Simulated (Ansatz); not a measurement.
Two G0W0 runs on MoSeO (2H monolayer (Janus)).

The cell holds 3 atoms: 1 Mo, 1 O and 1 Se. Cell: a = 3.009 Å, b = 3.009 Å, c = 28.900 Å, α = 90.0°, β = 90.0°, γ = 120.0°. Vacuum lies along c.

```xyz
3
Lattice="3.0092 0.0000 0.0000 -1.5046 2.6061 0.0000 0.0000 0.0000 28.9000" Properties=species:S:1:pos:R:3
Mo    0.0000    1.7374   14.7825
O     1.5046    0.8687   15.8734
Se    1.5046    0.8687   13.0266
```

The structure was relaxed with LDA. The runs that relaxed it are not among those shown.

The first (Ansatz 0.2.0; start LDA, 6×6×1 mesh, 204 empty bands, screening to 54 eV, PAW set soft_1 files; 4 threads of Arm Neoverse V1, shared host) gave, on its mesh: starting gap 0.88 eV, G0W0 gap 1.68 eV, mean of 1 + 4πα/V (set by the cell height) 2.98, 52 s.

The second gave: starting gap 0.88 eV, G0W0 gap 1.89 eV, mean of 1 + 4πα/V (set by the cell height) 3.03, 15 s.

**Question.** What was changed in the input? Choose among start, files, mesh, bands and cutoff, frequency model or another key.

Changed: empty bands from 204 to 72 and screening cutoff (eV) from 54.0 to 27.0. The starting gap stayed, which rules out the functional and points to the GW step. Other changes could give like numbers; this is the one that was made.

Limits: not at the basis limit; coarse mesh for a sheet; no spin-orbit coupling.

[Paths, hosts, dates, memory and timing lines, banners, echoed tables and standing remarks are left out of the program output.]

[Logs are printed without paths, hosts, clocks, repeated set-up lines and the standing remarks that a program may print on its own settings, such as how far it seeks lower states.]

[Runs of the session that timed out or met a known fault of the program may be left out.]

[Cells called generated may have been cut or substituted from an entry of the Crystallography Open Database or the Materials Project.]

[Hosts, paths, dates, database ids (printed as entryN), source tags and the programs' standing remarks are cut or masked in the printed files.]
